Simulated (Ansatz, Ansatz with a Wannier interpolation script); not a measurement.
## G0W0 band structure of SiO2 (P3_221)

G0W0 gives levels on a mesh alone; what do the bands of SiO2 (P3_221) look like between the points?

Calculated with Ansatz 0.2.0; LDA, Wannier functions and G0W0, plane waves, PAW.

Report form: the programs' logs are mostly left out.

## 1. Set-up

Symmetry: P3_221, No. 154, trigonal system. The conventional cell has a = 4.916 Å, b = 4.916 Å, c = 5.408 Å, α = 90.00°, β = 90.00°, γ = 120.00°. Si has 4 O at 1.61 Å nearest. Nearest to O lie 2 Si at 1.61 Å. Farther neighbours and most contacts between anions are not listed.

Structure file:

```cif
data_structure
_symmetry_space_group_name_H-M 'P3_221'
_symmetry_Int_Tables_number 154
_cell_length_a 4.9164
_cell_length_b 4.9164
_cell_length_c 5.4084
_cell_angle_alpha 90.000
_cell_angle_beta 90.000
_cell_angle_gamma 120.000
_cell_volume 113.21
loop_
_atom_site_label
_atom_site_type_symbol
_atom_site_symmetry_multiplicity
_atom_site_Wyckoff_symbol
_atom_site_fract_x
_atom_site_fract_y
_atom_site_fract_z
_atom_site_occupancy
Si1 Si 3 a 0.46973 0.00000 0.66667 1
O1 O 6 c 0.41354 0.26758 0.78558 1
```

The cell and positions come from the Crystallography Open Database and are kept as given unless a step says otherwise.

## 2. LDA bands

The cheap functional maps the bands first; the places of the edges decide which points the dearer methods must see.

This step: DFT, LDA, plane waves, PAW; PAW set soft_1.

Input file input.yaml:

```yaml
crystal:
  lattice:
    - [4.91636, 0.0, 0.0]
    - [-2.45818, 4.25769265, 0.0]
    - [0.0, 0.0, 5.4084]
  atoms:
    - { symbol: Si, position: [0.46973, 0.0, 0.66666667] }
    - { symbol: Si, position: [0.0, 0.46973, 0.33333333] }
    - { symbol: Si, position: [0.53027, 0.53027, 0.0] }
    - { symbol: O, position: [0.41354, 0.26758, 0.78558] }
    - { symbol: O, position: [0.73242, 0.14596, 0.45224667] }
    - { symbol: O, position: [0.85404, 0.58646, 0.11891333] }
    - { symbol: O, position: [0.26758, 0.41354, 0.21442] }
    - { symbol: O, position: [0.14596, 0.73242, 0.54775333] }
    - { symbol: O, position: [0.58646, 0.85404, 0.88108667] }
kpoints:
  mp_grid: { grid: [6, 6, 4] }
  band_path:
    path:
      - [[0.0, 0.0, 0.0], [0.5, 0.0, 0.0], [0.33333333, 0.33333333, 0.0], [0.0, 0.0, 0.0], [0.0, 0.0, 0.5], [0.5, 0.0, 0.5], [0.33333333, 0.33333333, 0.5], [0.0, 0.0, 0.5]]
      - [[0.5, 0.0, 0.5], [0.5, 0.0, 0.0]]
      - [[0.33333333, 0.33333333, 0.5], [0.33333333, 0.33333333, 0.0]]
    npoints: 10
hamiltonian:
  xc: lda
  pseudopotentials: { kind: paw, azcp: { folder: soft_1 }, xc_functional: pbe }
scf:
  occupations: { method: fermi_dirac, width: 0.02 }
  n_extra_bands: 60
output:
  eigenvalues: true
  fatbands: true
  write_density: true
  write_potential: true
  elf: true
  volumetric_format: npy
```

Started as:

```sh
$ ansatz run input.yaml --threads 3 --pin off --max-ram 92160MiB --backend cuda --events-out ev --progress --plain --runs-dir out --devices 1 --max-vram 13GiB
```

It took 14 s on 1 × NVIDIA H100 80GB HBM3 (shared by 6 runs) with 3 threads of AMD EPYC 7R13 (Zen 3), shared host; peak memory 0.99 GiB.

This step gave:

```yaml
filled_bands: 24
gap: 5.746 eV
valence_top_at: K
conduction_bottom_at: Γ
least_direct_gap: 6.050 eV
```

The gap is indirect, with the least direct gap 0.30 eV higher.

Electrostatic potential energy in the ac plane at fractional y = 0.000, with atoms of Si within 0.2 Å of it. With pseudopotentials it is smooth inside the atoms' cores, unlike the true potential.

Ten even steps from '_' (-29 eV) to '@' (11 eV), each cell a mean:
```
@@@@@@@@@@@@@@@@%%**%%@@@@@@
@@@@@@@@@@%%####++--**@@@@@@
@@@@@@@@##++----++++%%@@@@@@
@@@@@@%%++______..**%%@@@@@@
@@@@@@%%--__++--__++%%@@@@@@
@@@@@@%%==__::..__**%%@@@@@@
@@@@@@%%##::__..--**%%@@@@@@
@@@@@@@@%%##****++==##@@@@@@
@@@@@@@@@@@@%%%%##++##@@@@@@
@@@@@@@@@@@@@@@@@@%%@@@@@@@@
@@@@@@@@@@@@@@@@@@@@@@@@@@@@
@@@@@@@@@@@@@@@@@@@@@@@@@@@@
@@@@@@@@@@@@@@@@@@@@@@@@@@@@
@@@@@@@@@@@@@@@@@@@@@@@@@@@@
@@@@@@@@@@@@@@@@@@@@@@@@@@@@
```
Columns run along a (4.9 Å; values clipped at the 3rd and 97th percentile), rows up along c (5.4 Å). Atoms in or near the plane, at fractional coordinates: Si at (0.47, 0.67).

Valence density in the ac plane at fractional y = 0.000, with atoms of Si within 0.2 Å of it. It is the smooth field of the valence electrons, not physical close to the nuclei.

Ten even steps from '_' (0.0 e/Å³) to '@' (1.6 e/Å³), each cell a mean:
```
______________..==**==..____
____________..--##@@**::____
______......::--**##==..____
______........::----::______
______......__....::..______
______..........::::..______
______........--++++--..____
________......--##@@**::____
____________..::++%%++::____
______________..::--::..____
__________________..________
____________________________
____________________________
____________________________
________________..::..______
```
Columns run along a (4.9 Å), rows up along c (5.4 Å). Atoms in or near the plane, at fractional coordinates: Si at (0.47, 0.67).

## 3. Wannier functions (O:2p Si:3s Si:3p) on 12×12×8

Localised functions give a small Hamiltonian that interpolates between mesh points at no cost.

This step: maximally localised Wannier functions, LDA, plane waves, PAW; PAW set soft_1.

input.yaml, the sections that differ from step 2:

```yaml
kpoints:
  mp_grid: { grid: [6, 6, 4] }
scf:
  occupations: { method: fixed }
  n_extra_bands: 60
output:
  wannier:
    kmesh: [12, 12, 8]
    projections:
      - { species: O, l: p, shell: 2 }
      - { species: Si, l: s, shell: 3 }
      - { species: Si, l: p, shell: 3 }
    minimise: true
    write_hr: true
    seedname: w
    conv_tol: 1.0e-06
    max_iter: 20000
    stability_check: false
    disentanglement:
      window: [-7.37, 16.72]
      frozen_window: [-7.37, 10.91]
      conv_tol: 1.0e-08
# crystal, hamiltonian: as in step 2
```

Wall time 71 s (1 × NVIDIA H100 80GB HBM3 (shared by 6 runs) with 3 threads); peak memory 2.2 GiB; 80 s of CPU time.

This step gave:

```
gauge-invariant spread     : 35.50 Å²
diagonal spread            : 0.03159 Å²
off-diagonal spread        : 2.253 Å²
total spread               : 37.79 Å²
least projectability       : 0.2239
localisation steps         : 664
disentanglement steps      : 548
r.m.s. interpolation error : 9.26e-5 eV
r.m.s. error near the gap  : 1.21e-4 eV
```

Near the gap the model misses directly solved bands by 0.1 meV r.m.s. and by 2 meV at most in the window tested. This tests the starting bands, not the corrections carried with them.

Wannier functions, by row:

```csv
function,x (Å),y (Å),z (Å),spread (Å²),nearest atom,distance (Å)
1,1.394,1.155,4.239,0.773,O4,0.026
2,1.324,1.115,4.254,0.73,O4,0.057
3,1.404,1.147,4.258,0.807,O4,0.03
4,3.219,0.63,2.436,0.773,O5,0.026
5,3.267,0.632,2.457,0.74,O5,0.029
6,3.244,0.6,2.45,0.8,O5,0.022
7,2.761,2.473,0.633,0.773,O6,0.026
8,2.767,2.468,0.649,0.832,O6,0.031
9,2.744,2.555,0.652,0.704,O6,0.06
10,0.303,1.785,1.17,0.773,O7,0.026
11,0.309,1.79,1.154,0.832,O7,0.031
12,0.285,1.703,1.151,0.704,O7,0.06
13,-1.064,3.103,2.972,0.773,O8,0.026
14,-1.134,3.143,2.957,0.73,O8,0.057
15,-1.055,3.111,2.954,0.807,O8,0.03
16,0.761,3.628,4.775,0.773,O9,0.026
17,0.808,3.626,4.755,0.74,O9,0.029
18,0.786,3.658,4.761,0.8,O9,0.022
19,1.653,-0.453,4.414,2.024,Si1,1.135
20,-0.435,1.658,2.611,2.024,Si2,1.135
21,2.024,2.6,-0.809,2.024,Si3,1.135
22,1.653,0.453,2.797,2.024,Si1,1.135
23,2.989,-0.882,3.134,1.963,Si1,1.209
24,2.989,0.882,4.077,1.963,Si1,1.209
25,-1.219,1.205,0.994,2.025,Si2,1.135
26,-2.258,2.147,2.274,1.963,Si2,1.209
27,-0.731,3.029,1.332,1.963,Si2,1.209
28,1.24,3.052,0.809,2.025,Si3,1.135
29,0.2,2.11,-0.471,1.963,Si3,1.209
30,1.728,1.229,0.471,1.963,Si3,1.209
```

Frozen up to 8.75 eV; above it the model need not follow the bands. Electronic bands along the path, in eV, zero at the valence-band top:

```csv
point,band 21,band 22,band 23,band 24,band 25,band 26,band 27,band 28
Γ,-1.02,-0.69,-0.33,-0.33,5.75,9.02,9.02,9.49
halfway,-1.02,-0.85,-0.24,-0.16,6.63,9.05,9.13,9.64
M,-1.05,-0.79,-0.27,-0.04,8.01,8.73,9.43,9.49
halfway,-1.11,-0.63,-0.32,-0.02,8.20,8.80,9.36,9.67
K,-1.24,-0.44,-0.44,0.00,8.66,8.66,9.16,10.10
halfway,-0.93,-0.88,-0.25,-0.12,6.88,9.07,9.21,9.73
Γ,-1.02,-0.69,-0.33,-0.33,5.75,9.02,9.02,9.49
halfway,-1.10,-0.54,-0.23,-0.10,6.35,8.88,8.93,8.97
A,-1.23,-0.21,-0.21,-0.09,7.69,7.69,8.70,9.49
halfway,-1.10,-0.45,-0.42,-0.15,8.10,8.21,9.06,9.45
L,-0.90,-0.85,-0.61,-0.19,8.76,9.25,9.34,9.50
halfway,-0.87,-0.85,-0.63,-0.33,8.79,9.37,9.43,9.63
H,-0.95,-0.77,-0.60,-0.60,8.88,9.49,9.49,9.91
halfway,-1.08,-0.55,-0.39,-0.22,8.24,8.36,9.13,9.63
A,-1.23,-0.21,-0.21,-0.09,7.69,7.69,8.70,9.49
jump to L,-0.90,-0.85,-0.61,-0.19,8.76,9.25,9.34,9.50
halfway,-0.97,-0.73,-0.45,-0.12,8.32,8.86,9.29,9.77
M,-1.05,-0.79,-0.27,-0.04,8.01,8.73,9.43,9.49
jump to H,-0.95,-0.77,-0.60,-0.60,8.88,9.49,9.49,9.91
halfway,-1.03,-0.55,-0.51,-0.20,8.74,8.94,9.35,10.01
K,-1.24,-0.44,-0.44,0.00,8.66,8.66,9.16,10.10
```

The same for Kohn-Sham, solved directly:

| point | band 21 | band 22 | band 23 | band 24 | band 25 | band 26 | band 27 | band 28 |
| --- | --- | --- | --- | --- | --- | --- | --- | --- |
| Γ | -1.02 | -0.69 | -0.33 | -0.33 | 5.75 | 9.02 | 9.02 | 9.49 |
| M | -1.05 | -0.79 | -0.27 | -0.04 | 8.01 | 8.73 | 9.43 | 9.46 |
| K | -1.24 | -0.44 | -0.44 | 0.00 | 8.66 | 8.66 | 9.15 | 10.10 |
| Γ | -1.02 | -0.69 | -0.33 | -0.33 | 5.75 | 9.02 | 9.02 | 9.49 |
| A | -1.23 | -0.21 | -0.21 | -0.09 | 7.69 | 7.69 | 8.70 | 9.49 |
| L | -0.90 | -0.85 | -0.61 | -0.19 | 8.76 | 9.19 | 9.34 | 9.48 |
| H | -0.95 | -0.77 | -0.60 | -0.60 | 8.88 | 9.48 | 9.48 | 9.83 |
| A | -1.23 | -0.21 | -0.21 | -0.09 | 7.69 | 7.69 | 8.70 | 9.49 |
| L | -0.90 | -0.85 | -0.61 | -0.19 | 8.76 | 9.19 | 9.34 | 9.48 |
| M | -1.05 | -0.79 | -0.27 | -0.04 | 8.01 | 8.73 | 9.43 | 9.46 |
| H | -0.95 | -0.77 | -0.60 | -0.60 | 8.88 | 9.48 | 9.48 | 9.83 |
| K | -1.24 | -0.44 | -0.44 | 0.00 | 8.66 | 8.66 | 9.15 | 10.10 |

## 4. G0W0 at every point of the mesh: 6×6×4 mesh, 520 empty bands, screening to 160 eV, PAW set soft_1 files

G0W0 replaces the xc potential by the self-energy, built once from these orbitals. Only a window of levels is corrected, while the sums run over the empty bands that the input names.

This step: G0W0 on LDA, plane waves, PAW; PAW set soft_1.

input.yaml, the sections that differ from step 3:

```yaml
scf:
  occupations: { method: fixed }
gw:
  n_empty_bands: 520
  ecut_chi: 160.0
  qp_bands: [v18, c3]
  screening: { model: contour_deformation }
# crystal, kpoints, hamiltonian: as in step 3
# output: removed
```

Wall time 4.5 min (1 × NVIDIA H100 80GB HBM3 (shared by 6 runs) with 3 threads); peak memory 2.4 GiB; 8.7 min of CPU time.

This step gave:

```
bands summed                                 : 544
RPA ε∞ on this mesh (eigenvalues)            : 2.396, 2.396, 2.428
plane waves in the screening matrix          : 527
q-points in the mesh                         : 144
G0W0 gap on the mesh                         : 8.882 eV
k of the valence top                         : 0.3333, 0.3333, 0
k of the conduction bottom                   : 0, 0, 0
starting gap on the mesh                     : 5.746 eV
Z at the valence top                         : 0.8025
Z at the conduction bottom                   : 0.8639
least direct G0W0 gap on the computed points : 9.249 eV
```

The gap on the mesh goes from 5.75 eV to 8.88 eV, a correction of +3.14 eV. Between the two edge states, bare exchange in place of the xc potential would open the gap by 10.72 eV, and correlation takes back 7.58 eV.

## 5. Interpolating the corrections

A script adds the corrections, carried to the Wannier functions and back, to the LDA levels, along the path and on a 13×13×9 mesh.

| Quantity | Value |
| --- | --- |
| G0W0 gap over the zone | 8.882 eV |
| valence top at | K |
| conduction bottom at | Γ |
| starting gap over the zone | 5.746 eV |
| least direct G0W0 gap | 9.223 eV |
| G0W0 gap on the mesh | 8.882 eV |
| valence width, start | 9.381 eV |
| valence width, G0W0 | 9.841 eV |
| gap by a rigid shift | 8.882 eV |

Levels solved directly plus the interpolated quasiparticle correction. Limits: finite bands, cutoff and mesh. Quasiparticle bands along the path, in eV, zero at the valence-band top of each set:

```
    point  band 21  band 22  band 23  band 24  band 25
        Γ    -1.15    -0.78    -0.37    -0.37     8.88
  halfway    -1.13    -0.95    -0.28    -0.18     9.86
        M    -1.15    -0.87    -0.31    -0.04    11.45
  halfway    -1.22    -0.70    -0.35    -0.02    11.63
        K    -1.37    -0.48    -0.48     0.00    12.13
  halfway    -1.04    -0.98    -0.28    -0.13    10.14
        Γ    -1.15    -0.78    -0.37    -0.37     8.88
  halfway    -1.21    -0.61    -0.27    -0.11     9.54
        A    -1.36    -0.24    -0.24    -0.11    11.04
  halfway    -1.22    -0.51    -0.47    -0.17    11.53
        L    -1.00    -0.94    -0.67    -0.21    12.48
  halfway    -0.97    -0.94    -0.70    -0.37    12.51
        H    -1.04    -0.85    -0.67    -0.67    12.37
  halfway    -1.20    -0.61    -0.44    -0.25    11.72
        A    -1.36    -0.24    -0.24    -0.11    11.04
jump to L    -1.00    -0.94    -0.67    -0.21    12.48
  halfway    -1.07    -0.80    -0.51    -0.13    11.82
        M    -1.15    -0.87    -0.31    -0.04    11.45
jump to H    -1.04    -0.85    -0.67    -0.67    12.37
  halfway    -1.14    -0.62    -0.56    -0.23    12.41
        K    -1.37    -0.48    -0.48     0.00    12.13
```

The same for LDA:

| point | band 21 | band 22 | band 23 | band 24 | band 25 |
| --- | --- | --- | --- | --- | --- |
| Γ | -1.02 | -0.69 | -0.33 | -0.33 | 5.75 |
| M | -1.05 | -0.79 | -0.27 | -0.04 | 8.01 |
| K | -1.24 | -0.44 | -0.44 | 0.00 | 8.66 |
| Γ | -1.02 | -0.69 | -0.33 | -0.33 | 5.75 |
| A | -1.23 | -0.21 | -0.21 | -0.09 | 7.69 |
| L | -0.90 | -0.85 | -0.61 | -0.19 | 8.76 |
| H | -0.95 | -0.77 | -0.60 | -0.60 | 8.88 |
| A | -1.23 | -0.21 | -0.21 | -0.09 | 7.69 |
| L | -0.90 | -0.85 | -0.61 | -0.19 | 8.76 |
| M | -1.05 | -0.79 | -0.27 | -0.04 | 8.01 |
| H | -0.95 | -0.77 | -0.60 | -0.60 | 8.88 |
| K | -1.24 | -0.44 | -0.44 | 0.00 | 8.66 |

Minima of the lowest conduction band, from levels solved directly at the displaced points, plus the interpolated correction; masses are left empty at degenerate points, on flat bands and where the interpolated correction rules the curvature; G0W0 masses are rough. Conduction valleys, by row:

```csv
point,k (reciprocal lattice),valleys in the zone,G0W0 level above the valence top (eV),LDA level above the valence top (eV),G0W0 principal masses (m_e),LDA principal masses (m_e)
Γ,0.000 0.000 0.000,1,8.882,5.746,0.446 0.460 0.460,0.494 0.507 0.507
```

Second differences of levels solved directly at the displaced points, plus the interpolated correction, at the quasiparticle band edges; no spin-orbit coupling; left empty where the band is flat or the interpolated correction rules the curvature. Effective masses, by row:

| carrier | point | Cartesian direction | band | LDA mass (m_e) | G0W0 mass (m_e) |
| --- | --- | --- | --- | --- | --- |
| hole | K | 100 | 24 | 8.132 | 7.029 |
| hole | K | 010 | 24 | 8.132 | 7.118 |
| hole | K | 001 | 24 | 1.475 | 1.283 |
| hole | K | 110 | 24 | 8.075 | 7.03 |
| hole | K | 111 | 24 | 3.255 | 2.843 |
| electron | Γ | 100 | 25 | 0.507 | 0.46 |
| electron | Γ | 010 | 25 | 0.507 | 0.46 |
| electron | Γ | 001 | 25 | 0.493 | 0.445 |
| electron | Γ | 110 | 25 | 0.507 | 0.46 |
| electron | Γ | 111 | 25 | 0.502 | 0.455 |

The density of states has structure finer than the step of the table below, so its rows give means over 0.5 eV, whole bins alone (the curve runs from -11 to 11.8 eV). Peaks (eV: height): G0W0 -8.90: 3.83, -5.70: 8.55, -3.50: 7.44, -2.30: 7.41, -1.70: 8.22, -1.20: 8.31, -0.30: 6.95; LDA -5.40: 9.18, -3.20: 7.61, -2.10: 7.92, -1.50: 8.86, -1.10: 8.91, -0.30: 7.65, 10.30: 7.10.

Wannier model on a dense mesh, Gaussian width 0.15 eV. Limits: finite bands, cutoff and mesh. Table of density of states by energy, zero at the valence-band top of each set; means over each step; values in states/eV/cell:

```
energy (eV)     G0W0      LDA
      -10.5        0        0
      -10.0   0.0543        0
       -9.5    0.587   0.0762
       -9.0     2.48    0.668
       -8.5     1.07     2.68
       -8.0     1.46    0.862
       -7.5     2.02     1.92
       -7.0     1.40     1.60
       -6.5     2.11     1.91
       -6.0     3.58     1.88
       -5.5     6.19     5.85
       -5.0     2.97     5.44
       -4.5   0.0948     1.11
       -4.0    0.225   7.7e-4
       -3.5     5.58     1.58
       -3.0     5.84     6.81
       -2.5     6.07     6.16
       -2.0     6.03     6.87
       -1.5     7.73     8.03
       -1.0     7.11     8.13
       -0.5     5.90     6.49
        0.0     3.50     3.92
        0.5  0.00927   0.0113
        1.0        0        0
        1.5        0        0
        2.0        0        0
        2.5        0        0
        3.0        0        0
        3.5        0        0
        4.0        0        0
        4.5        0        0
        5.0        0        0
        5.5        0  0.00747
        6.0        0    0.144
        6.5        0    0.319
        7.0        0    0.520
        7.5        0    0.780
        8.0        0     1.20
        8.5   9.3e-4     1.59
        9.0   0.0803     5.46
        9.5    0.237     5.27
       10.0    0.374     5.75
       10.5    0.527     4.94
       11.0    0.762     3.89
       11.5     1.09     4.51
```

Corrections by starting level (eV, on the run's own energy scale, so only their differences matter):

| start | correction |
| --- | --- |
| -9.38 | −2.13 |
| -7.31 | −2.08 |
| -5.89 | −2.00 |
| -5.38 | −2.00 |
| -4.81 | −1.94 |
| -3.06 | −1.98 |
| -2.68 | −1.94 |
| -2.20 | −1.90 |
| -1.84 | −1.83 |
| -1.50 | −1.81 |
| -1.18 | −1.79 |
| -0.88 | −1.77 |
| -0.31 | −1.70 |
| -0.09 | −1.69 |
| 5.75 | +1.47 |
| 8.88 | +1.66 |
| 9.33 | +1.89 |

## 6. HSE06 bands, for comparison

This step: DFT, HSE06, plane waves, PAW; PAW set soft_1.

Changes to input.yaml since step 4:

```diff
@@ -17,11 +17,19 @@
   mp_grid: { grid: [6, 6, 4] }
+  band_path:
+    path:
+      - [[0.0, 0.0, 0.0], [0.5, 0.0, 0.0], [0.33333333, 0.33333333, 0.0], [0.0, 0.0, 0.0], [0.0, 0.0, 0.5], [0.5, 0.0, 0.5], [0.33333333, 0.33333333, 0.5], [0.0, 0.0, 0.5]]
+      - [[0.5, 0.0, 0.5], [0.5, 0.0, 0.0]]
+      - [[0.33333333, 0.33333333, 0.5], [0.33333333, 0.33333333, 0.0]]
+    npoints: 10
 hamiltonian:
-  xc: lda
-  pseudopotentials: { kind: paw, azcp: { folder: soft_1 }, xc_functional: pbe }
+  xc: hse06
+  pseudopotentials: { kind: paw, azcp: { folder: soft_1 } }
 scf:
   occupations: { method: fixed }
-gw:
-  n_empty_bands: 520
-  ecut_chi: 160.0
-  qp_bands: [v18, c3]
-  screening: { model: contour_deformation }
+  n_extra_bands: 7
+output:
+  eigenvalues: true
+  write_density: true
+  write_potential: true
+  elf: true
+  volumetric_format: npy
```

It took 3.8 min on 1 × NVIDIA H100 80GB HBM3 (shared by 6 runs) with 3 threads; peak memory 1.8 GiB.

Numbers from this step:

| Property | Result |
| --- | --- |
| filled bands | 24 |
| gap | 7.826 eV |
| valence top at | K |
| conduction bottom at | Γ |
| least direct gap | 8.130 eV |

The gap stands +2.08 eV against LDA.

## 7. Results

| Quantity | Value |
| --- | --- |
| LDA gap | 5.75 eV |
| G0W0 gap over the zone | 8.88 eV, indirect |
| least direct G0W0 gap, in the model | 9.22 eV |
| GW settings | 6×6×4 mesh, 520 empty bands, screening to 160 eV, PAW set soft_1 files |
| known limits | not at the basis limit |

What this shows: The Wannier model follows the LDA bands to under 1 meV r.m.s. near the gap. The G0W0 gap over the zone is 8.88 eV, indirect, from K to Γ; on the mesh alone it is 8.88 eV, nearly the same. The valence width in the model goes from 9.38 eV to 9.84 eV. At the band edge the lightest electron mass is 0.49 m_e at the start and 0.45 m_e in G0W0; the G0W0 masses rest on corrections from the 6×6×4 mesh alone and are rough. HSE06 gives a gap of 7.83 eV on the same path. Bands and cutoff are finite, so the gap is not at the basis limit. The miss can reach some tenths of an eV and take either sign; the mesh is an error of its own. Above the frozen window of the model the interpolated levels need not meet the computed ones, even at points of the mesh.

[Paths, hosts, dates, memory and timing lines, banners, echoed tables and standing remarks are left out of the program output.]

[Logs are printed without paths, hosts, clocks, repeated set-up lines and the standing remarks that a program may print on its own settings, such as how far it seeks lower states.]

[Runs of the session that timed out or met a known fault of the program may be left out.]

[Hosts, paths, dates, database ids (printed as entryN), source tags and the programs' standing remarks are cut or masked in the printed files.]
